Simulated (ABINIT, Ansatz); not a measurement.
# Quasiparticle gap of KCdF3 (Pm-3m) in ABINIT

How does a plane-wave GW calculation on KCdF3 (Pm-3m) run from the first input to the gap?

Program: ABINIT 10.8.3. Level of theory: LDA and many-body steps on it, plane waves. Results are calculated unless marked as measured.

### Step 1. Starting point

The structure is cubic, space group Pm-3m (No. 221). The conventional cell has a = 4.382 Å, b = 4.382 Å, c = 4.382 Å, α = 90.00°, β = 90.00°, γ = 90.00°. Nearest to K lie 12 F at 3.10 Å. Nearest to Cd lie 6 F at 2.19 Å. Nearest to F lie 2 Cd at 2.19 Å and 4 K at 3.10 Å. Farther neighbours and most contacts between anions are not listed.

The cell and positions are those that the Materials Project relaxed with its own functionals (PBE, PBE+U or r2SCAN), kept fixed.

### Step 2. Ground state

This step: ABINIT 10.8.3; DFT, LDA, plane waves, norm-conserving pseudopotentials.

The ground-state density comes first.

Input file run.abi:

```
acell 3*1.0 Angstrom
rprim 
  4.382089020000 0.000000000000 0.000000000000
  0.000000000000 4.382089020000 0.000000000000
  0.000000000000 0.000000000000 4.382089020000
ntypat 3
znucl 19 48 9
natom 5
typat 1 2 3 3 3
xred 
  0.000000000000 0.000000000000 0.000000000000
  0.500000000000 0.500000000000 0.500000000000
  0.000000000000 0.500000000000 0.500000000000
  0.500000000000 0.000000000000 0.500000000000
  0.500000000000 0.500000000000 0.000000000000
pp_dirpath "pseudos"
pseudos "K.upf, Cd.upf, F.upf"
ecut 47
ngkpt 6 6 6
nshiftk 1
shiftk 0 0 0
kptopt 1
chksymbreak 0
nband 31
occopt 1
tolvrs 1e-10
nstep 60
prtwf 0
optforces 0
optstress 0
indata_prefix "in"
outdata_prefix "out"
tmpdata_prefix "tmp"
```

Command:

```sh
> OMP_NUM_THREADS=1 mpirun -n 4 abinit run.abi > log
```

Numbers of over 12 decimals in the logs are rounded to 6 here.

The program printed:

```text
.Version 10.8.3 of ABINIT. v10.8.2 released Aug 2026.

 Symmetries : space group Pm -3 m (#221); Bravais cP (primitive cubic)
================================================================================
 Values of the parameters that define the memory need of the present run
     intxc =       0    ionmov =       0      iscf =       7    lmnmax =       6
     lnmax =       6     mgfft =      54  mpssoang =       3    mqgrid =    3001
     natom =       5  nloc_mem =       1    nspden =       1   nspinor =       1
    nsppol =       1      nsym =      48    n1xccc =    2501    ntypat =       3
    occopt =       1   xclevel =       1
-    mband =          31        mffmem =           1         mkmem =           5
       mpw =        8780          nfft =      157464          nkpt =          20
================================================================================
  Rough estimation (10% accuracy) of disk space for files :
================================================================================

--------------------------------------------------------------------------------
------------- Echo of variables that govern the present computation ------------
--------------------------------------------------------------------------------
 -outvars: echo values of preprocessed input variables --------
            acell      1.8897261259E+00  1.8897261259E+00  1.8897261259E+00 Bohr

      chksymbreak           0
             ecut      4.70000000E+01 Hartree
-          fftalg         312

              ixc       -1012
              kpt      0.00000000E+00  0.00000000E+00  0.00000000E+00
                       1.66666667E-01  0.00000000E+00  0.00000000E+00
                       3.33333333E-01  0.00000000E+00  0.00000000E+00
                       5.00000000E-01  0.00000000E+00  0.00000000E+00
                       1.66666667E-01  1.66666667E-01  0.00000000E+00
                       3.33333333E-01  1.66666667E-01  0.00000000E+00
                       5.00000000E-01  1.66666667E-01  0.00000000E+00
                       3.33333333E-01  3.33333333E-01  0.00000000E+00
                       5.00000000E-01  3.33333333E-01  0.00000000E+00
   [... 9 further rows ...]
                       5.00000000E-01  5.00000000E-01  3.33333333E-01
                       5.00000000E-01  5.00000000E-01  5.00000000E-01
         kptrlatt        6    0    0      0    6    0      0    0    6
          kptrlen      4.96856886E+01
P           mkmem           5
            natom           5
            nband          31
            ngfft          54      54      54
             nkpt          20
            nstep          60
             nsym          48
           ntypat           3
              occ      2.000000  2.000000  2.000000  2.000000  2.000000  2.000000
                       2.000000  2.000000  2.000000  2.000000  2.000000  2.000000
                       2.000000  2.000000  2.000000  2.000000  2.000000  2.000000
                       2.000000  2.000000  2.000000  2.000000  2.000000  2.000000
                       2.000000  0.000000  0.000000  0.000000  0.000000  0.000000
                       0.000000
        optforces           0
        optstress           0
            prtwf           0
            rprim      4.3820890200E+00  0.0000000000E+00  0.0000000000E+00
[...]
spgroup         221

           tolvrs      1.00000000E-10

             xred      0.0000000000E+00  0.0000000000E+00  0.0000000000E+00
[...]
znucl       19.00000   48.00000    9.00000

================================================================================

 chkinp: Checking input parameters for consistency.

================================================================================
== DATASET  1 ==================================================================
-   mpi_nproc: 4, omp_nthreads: 1 (-1 if OMP is not activated)

--- !DatasetInfo
iteration_state: {dtset: 1, }
dimensions: {natom: 5, nkpt: 20, mband: 31, nsppol: 1, nspinor: 1, nspden: 1, mpw: 8780, }
cutoff_energies: {ecut:  47.0, pawecutdg:  -1.0, }
electrons: {nelect:   5.00000000E+01, charge:   0.00000000E+00, occopt:   1.00000000E+00, tsmear:   1.00000000E-02, }

 Real(R)+Recip(G) space primitive vectors, cartesian coordinates (Bohr,Bohr^-1):
 R(1)=  8.2809481  0.0000000  0.0000000  G(1)=  0.1207591  0.0000000  0.0000000
 R(2)=  0.0000000  8.2809481  0.0000000  G(2)=  0.0000000  0.1207591  0.0000000
 R(3)=  0.0000000  0.0000000  8.2809481  G(3)=  0.0000000  0.0000000  0.1207591
 Unit cell volume ucvol=  5.6785858E+02 bohr^3
 Angles (23,13,12)=  9.00000000E+01  9.00000000E+01  9.00000000E+01 degrees

 getcut: wavevector=  0.0000  0.0000  0.0000  ngfft=  54  54  54
         ecut(hartree)=     47.000   => boxcut(ratio)=   2.11300

--- Pseudopotential description ------------------------------------------------
- K Generated using ONCVPSP code by D. R. Hamann
- 19.00000   9.00000  180309                  znucl, zion, pspdat
12 -1012 2 -1 2170                            pspcod,pspxc,lmax,lloc,mmax
     nproj     2     2     2
  pspatm : epsatm=    8.21740868
         --- l  ekb(1:nproj) -->
[...]
pspatm: atomic psp has been read  and splines computed

- Cd Generated using ONCVPSP code by D. R. Hamann
- 48.00000  20.00000  180309                  znucl, zion, pspdat
12 -1012 2 -1 1336                            pspcod,pspxc,lmax,lloc,mmax
     nproj     2     2     2
  pspatm : epsatm=   23.37058476
         --- l  ekb(1:nproj) -->
[...]
pspatm: atomic psp has been read  and splines computed

- F Generated using ONCVPSP code by D. R. Hamann
-  9.00000   7.00000  201202                  znucl, zion, pspdat
12 -1012 2 -1 824                             pspcod,pspxc,lmax,lloc,mmax
     nproj     2     2     1
  pspatm : epsatm=    4.94580260
         --- l  ekb(1:nproj) -->
[...]
2   -2.364936
 pspatm: atomic psp has been read  and splines computed

   2.32127006E+03                                ecore*ucvol(ha*bohr**3)
--------------------------------------------------------------------------------

_setup2: Arith. and geom. avg. npw (full set) are    8741.745    8741.727

================================================================================

--- !BeginCycle
iteration_state: {dtset: 1, }
solver: {iscf: 7, nstep: 60, nline: 4, wfoptalg: 0, }
tolerances: {tolvrs: 1.00E-10, }

     iter   Etot(hartree)      deltaE(h)  residm     vres2
 ETOT  1  -273.98967252662    -2.740E+02 4.578E+00 1.406E+04
 ETOT  2  -277.50698017470    -3.517E+00 8.179E-01 1.194E+04
 ETOT  3  -278.92032010482    -1.413E+00 3.714E-02 2.554E+03
 ETOT  4  -279.03024647717    -1.099E-01 4.980E-02 1.112E+03
 ETOT  5  -279.02729160352     2.955E-03 5.617E-03 1.150E+03
 ETOT  6  -279.08852383161    -6.123E-02 4.799E-03 3.749E+02
 ETOT  7  -279.11895129143    -3.043E-02 3.335E-02 4.201E+00
 ETOT  8  -279.11944366738    -4.924E-04 6.552E-01 1.910E-01
 ETOT  9  -279.11946362890    -1.996E-05 1.160E-02 1.071E-03
 ETOT 10  -279.11946379116    -1.623E-07 2.443E-03 1.189E-04
 ETOT 11  -279.11946381554    -2.439E-08 1.004E-03 2.490E-05
 ETOT 12  -279.11946381869    -3.143E-09 1.064E-03 8.304E-08
 ETOT 13  -279.11946381871    -2.467E-11 1.526E-03 1.301E-08
 ETOT 14  -279.11946381869     1.722E-11 2.195E-03 1.518E-10
 ETOT 15  -279.11946381871    -1.882E-11 1.408E-03 5.226E-12

 At SCF step   15       vres2   =  5.23E-12 < tolvrs=  1.00E-10 =>converged.

--- !ResultsGS
iteration_state: {dtset: 1, }
comment   : Summary of ground state results
lattice_vectors:
- [  8.2809481,   0.0000000,   0.0000000, ]
- [  0.0000000,   8.2809481,   0.0000000, ]
- [  0.0000000,   0.0000000,   8.2809481, ]
lattice_lengths: [   8.28095,    8.28095,    8.28095, ]
lattice_angles: [ 90.000,  90.000,  90.000, ] # degrees, (23, 13, 12)
lattice_volume:   5.6785858E+02
convergence: {deltae: -1.882E-11, res2:  5.226E-12, residm:  1.408E-03, diffor:  0.000E+00, }
etotal    :  -2.79119464E+02
entropy   :   0.00000000E+00
fermie    :   5.52199645E-02
cartesian_stress_tensor: null
pressure_GPa: null
xred      :
- [  0.0000E+00,   0.0000E+00,   0.0000E+00,  K]
- [  5.0000E-01,   5.0000E-01,   5.0000E-01, Cd]
- [  0.0000E+00,   5.0000E-01,   5.0000E-01,  F]
- [  5.0000E-01,   0.0000E+00,   5.0000E-01,  F]
- [  5.0000E-01,   5.0000E-01,   0.0000E+00,  F]
cartesian_forces: null
force_length_stats: {min: null, max: null, mean: null, }

 Integrated electronic density in atomic spheres:
 ------------------------------------------------
 Atom  Sphere_radius  Integrated_density
[...]
================================================================================

 ----iterations are completed or convergence reached----

 Mean square residual over all n,k,spin=   57.848E-07; max=  14.077E-04
 reduced coordinates (array xred) for    5 atoms
       0.000000000000      0.000000000000      0.000000000000
       0.500000000000      0.500000000000      0.500000000000
       0.000000000000      0.500000000000      0.500000000000
       0.500000000000      0.000000000000      0.500000000000
       0.500000000000      0.500000000000      0.000000000000
 rms dE/dt=  0.0000E+00; max dE/dt=  0.0000E+00; dE/dt below (all hartree)
    1       0.000000000000      0.000000000000      0.000000000000
    2       0.000000000000      0.000000000000      0.000000000000
    3       0.000000000000      0.000000000000      0.000000000000
    4       0.000000000000      0.000000000000      0.000000000000
    5       0.000000000000      0.000000000000      0.000000000000

 cartesian coordinates (angstrom) at end:
    1      0.000000     0.000000     0.000000
    2      2.191045     2.191045     2.191045
    3      0.000000     2.191045     2.191045
    4      2.191045     0.000000     2.191045
    5      2.191045     2.191045     0.000000
 length scales=  1.889726125908  1.889726125908  1.889726125908 bohr
              =  1.000000000000  1.000000000000  1.000000000000 angstroms
 prteigrs : about to open file out_EIG
 Fermi (or HOMO) energy (hartree) =   0.05522   Average Vxc (hartree)=  -0.36286
 Eigenvalues (hartree) for nkpt=  20  k points:
 kpt#   1, nband= 31, wtk=  0.00463, kpt=  0.0000  0.0000  0.0000 (reduced coord)
  -3.57374   -2.14769   -2.14769   -2.14769   -0.94467   -0.70059   -0.68866   -0.68866
  -0.34412   -0.34412   -0.34412   -0.12933   -0.12933   -0.12933   -0.11231   -0.11231
  -0.07432   -0.07432   -0.07432   -0.01246   -0.01246   -0.01246   -0.01052   -0.01052
  -0.01052    0.15917    0.35068    0.35068    0.36185    0.43018    0.43018
 prteigrs : prtvol=0 or 1, do not print more k-points.

--- !EnergyTerms
iteration_state     : {dtset: 1, }
comment             : Components of total free energy in Hartree
kinetic             :  1.20241743754229E+02
hartree             :  9.85755988819622E+01
xc                  : -4.65204216923598E+01
Ewald energy        : -1.53518494426778E+02
psp_core            :  4.08776085740497E+00
local_psp           : -3.01913057618123E+02
non_local_psp       : -7.25935750477933E-02
total_energy        : -2.79119463818712E+02
total_energy_eV     : -7.59522753874208E+03
band_energy         : -2.99626777552899E+01

== END DATASET(S) ==============================================================
================================================================================

 -outvars: echo values of variables after computation  --------
           etotal     -2.7911946382E+02
            nband          31
             nkpt          20
          spgroup         221
 [... the other variables as echoed above ...]

 Calculation completed.
```

It took 69 s on 4 MPI ranks of Arm Neoverse V2, shared host; peak memory 0.46 GiB; 4.6 min of CPU time.

Numbers from this step:

| Property | Result |
| --- | --- |
| total energy | -7595.2275 eV |
| gap | 2.829 eV |
| k of the valence top | 0.5, 0.5, 0.5 |
| k of the conduction bottom | 0, 0, 0 |
| least direct gap | 4.618 eV |

The gap is indirect, with the least direct gap 1.79 eV higher.

### Step 3. Empty states on the mesh, 2×2×2 mesh, 72 bands

The sums over transitions need many empty states on a uniform mesh; this step solves for them.

run.abi: that of step 2 with these lines changed.

```diff
@@ -18,3 +18,3 @@
 ecut 47
-ngkpt 6 6 6
+ngkpt 2 2 2
 nshiftk 1
@@ -23,9 +23,10 @@
 chksymbreak 0
-nband 31
-occopt 1
-tolvrs 1e-10
+iscf -2
+irdden 1
+istwfk *1
+nband 72
+nbdbuf 6
+tolwfr 1e-09
 nstep 60
-prtwf 0
-optforces 0
-optstress 0
+prtvol 0
 indata_prefix "in"
```

The program printed:

```text
.Version 10.8.3 of ABINIT. v10.8.2 released Aug 2026.

 Symmetries : space group Pm -3 m (#221); Bravais cP (primitive cubic)
[... echo of the input left out ...]
== DATASET  1 ==================================================================
-   mpi_nproc: 4, omp_nthreads: 1 (-1 if OMP is not activated)

--- !DatasetInfo
iteration_state: {dtset: 1, }
dimensions: {natom: 5, nkpt: 4, mband: 72, nsppol: 1, nspinor: 1, nspden: 1, mpw: 8778, }
cutoff_energies: {ecut:  47.0, pawecutdg:  -1.0, }
electrons: {nelect:   5.00000000E+01, charge:   0.00000000E+00, occopt:   1.00000000E+00, tsmear:   1.00000000E-02, }

 Real(R)+Recip(G) space primitive vectors, cartesian coordinates (Bohr,Bohr^-1):
 R(1)=  8.2809481  0.0000000  0.0000000  G(1)=  0.1207591  0.0000000  0.0000000
 R(2)=  0.0000000  8.2809481  0.0000000  G(2)=  0.0000000  0.1207591  0.0000000
 R(3)=  0.0000000  0.0000000  8.2809481  G(3)=  0.0000000  0.0000000  0.1207591
 Unit cell volume ucvol=  5.6785858E+02 bohr^3
 Angles (23,13,12)=  9.00000000E+01  9.00000000E+01  9.00000000E+01 degrees

 getcut: wavevector=  0.0000  0.0000  0.0000  ngfft=  54  54  54
         ecut(hartree)=     47.000   => boxcut(ratio)=   2.11300

--- Pseudopotential description ------------------------------------------------
- K Generated using ONCVPSP code by D. R. Hamann
- 19.00000   9.00000  180309                  znucl, zion, pspdat
12 -1012 2 -1 2170                            pspcod,pspxc,lmax,lloc,mmax
     nproj     2     2     2
  pspatm : epsatm=    8.21740868
         --- l  ekb(1:nproj) -->
             0   10.940065    0.829722
             1    4.437415    0.568178
             2   -3.386874   -1.066382
 pspatm: atomic psp has been read  and splines computed

- Cd Generated using ONCVPSP code by D. R. Hamann
- 48.00000  20.00000  180309                  znucl, zion, pspdat
12 -1012 2 -1 1336                            pspcod,pspxc,lmax,lloc,mmax
     nproj     2     2     2
  pspatm : epsatm=   23.37058476
         --- l  ekb(1:nproj) -->
[...]
pspatm: atomic psp has been read  and splines computed

- F Generated using ONCVPSP code by D. R. Hamann
-  9.00000   7.00000  201202                  znucl, zion, pspdat
12 -1012 2 -1 824                             pspcod,pspxc,lmax,lloc,mmax
     nproj     2     2     1
  pspatm : epsatm=    4.94580260
         --- l  ekb(1:nproj) -->
[...]
2   -2.364936
 pspatm: atomic psp has been read  and splines computed

--------------------------------------------------------------------------------

================================================================================
 prteigrs : about to open file out_EIG
 Non-SCF case, kpt    1 (  0.00000  0.00000  0.00000), residuals and eigenvalues=
  3.73E-10  2.83E-10  3.69E-10  4.62E-10  3.76E-10  2.21E-10  1.92E-10  3.53E-10
  1.21E-10  3.83E-10  7.04E-10  1.24E-10  7.27E-10  9.86E-10  3.74E-10  5.66E-10
  2.54E-10  3.15E-10  3.88E-10  3.54E-10  6.14E-10  7.97E-10  4.33E-10  5.55E-10
[...]
-3.5737E+00 -2.1477E+00 -2.1477E+00 -2.1477E+00 -9.4467E-01 -7.0059E-01
 -6.8866E-01 -6.8866E-01 -3.4412E-01 -3.4412E-01 -3.4412E-01 -1.2933E-01
 -1.2933E-01 -1.2933E-01 -1.1231E-01 -1.1231E-01 -7.4318E-02 -7.4318E-02
[...]
1.2613E+00  1.2613E+00  1.3232E+00  1.3232E+00  1.3232E+00  1.3252E+00
  1.3252E+00  1.3252E+00  1.3420E+00  1.4397E+00  1.4519E+00  1.4539E+00
 prteigrs : prtvol=0 or 1, do not print more k-points.

--- !ResultsGS
iteration_state: {dtset: 1, }
comment   : Summary of ground state results
lattice_vectors:
- [  8.2809481,   0.0000000,   0.0000000, ]
- [  0.0000000,   8.2809481,   0.0000000, ]
- [  0.0000000,   0.0000000,   8.2809481, ]
lattice_lengths: [   8.28095,    8.28095,    8.28095, ]
lattice_angles: [ 90.000,  90.000,  90.000, ] # degrees, (23, 13, 12)
lattice_volume:   5.6785858E+02
convergence: {deltae:  0.000E+00, res2:  0.000E+00, residm:  9.872E-10, diffor:  0.000E+00, }
etotal    :  -2.79119464E+02
entropy   :   0.00000000E+00
fermie    :   5.52199645E-02
cartesian_stress_tensor: null
pressure_GPa: null
xred      :
- [  0.0000E+00,   0.0000E+00,   0.0000E+00,  K]
- [  5.0000E-01,   5.0000E-01,   5.0000E-01, Cd]
- [  0.0000E+00,   5.0000E-01,   5.0000E-01,  F]
- [  5.0000E-01,   0.0000E+00,   5.0000E-01,  F]
- [  5.0000E-01,   5.0000E-01,   0.0000E+00,  F]
cartesian_forces: null
force_length_stats: {min: null, max: null, mean: null, }

 Integrated electronic density in atomic spheres:
 ------------------------------------------------
 Atom  Sphere_radius  Integrated_density
[...]
================================================================================

 ----iterations are completed or convergence reached----

 Mean square residual over all n,k,spin=   48.346E-11; max=  98.716E-11
 reduced coordinates (array xred) for    5 atoms
[...]
0.500000000000      0.000000000000      0.500000000000
       0.500000000000      0.500000000000      0.000000000000

 cartesian coordinates (angstrom) at end:
    1      0.000000     0.000000     0.000000
    2      2.191045     2.191045     2.191045
    3      0.000000     2.191045     2.191045
    4      2.191045     0.000000     2.191045
    5      2.191045     2.191045     0.000000
 length scales=  1.889726125908  1.889726125908  1.889726125908 bohr
              =  1.000000000000  1.000000000000  1.000000000000 angstroms
 prteigrs : about to open file out_EIG
 Eigenvalues (hartree) for nkpt=   4  k points:
 kpt#   1, nband= 72, wtk=  0.12500, kpt=  0.0000  0.0000  0.0000 (reduced coord)
[...]
1.16385    1.17727    1.17727    1.26130    1.26130    1.26130    1.32322    1.32322
   1.32322    1.32524    1.32524    1.32524    1.34196    1.43966    1.45192    1.45390
 prteigrs : prtvol=0 or 1, do not print more k-points.

== END DATASET(S) ==============================================================
================================================================================

 -outvars: echo values of variables after computation  --------
            nband          72
             nkpt           4
          spgroup         221
 [... the other variables as echoed above ...]

 Calculation completed.
```

The job ended after 21 s (4 MPI ranks; peak memory 0.36 GiB; 83 s of CPU time).

This step gave:

```yaml
gap: 2.829 eV
k_of_the_valence_top: 0.5, 0.5, 0.5
k_of_the_conduction_bottom: 0, 0, 0
least_direct_gap: 4.618 eV
k_points_computed: 4
lowest_point_of_the_top_converged_band_above_the_valence_top: 33.27 eV
```

On this mesh the gap is 2.829 eV.

[end of part 1 of 2]

[Paths, hosts, dates, memory and timing lines, banners, echoed tables and standing remarks are left out of the program output.]

[Logs are printed without paths, hosts, clocks, repeated set-up lines and the standing remarks that a program may print on its own settings, such as how far it seeks lower states.]

[Runs of the session that timed out or met a known fault of the program may be left out.]

[Hosts, paths, dates, database ids (printed as entryN), source tags and the programs' standing remarks are cut or masked in the printed files.]

[G0W0 gaps are taken among the corrected bands and points alone; a level outside them can change the order at an edge.]

[Where Ansatz stands beside ABINIT at settings called matched, ABINIT's density can come from a denser mesh and the files from another edition; pairs whose starting gaps differed by over 0.03 eV were left out, so agreement reads better than it is.]
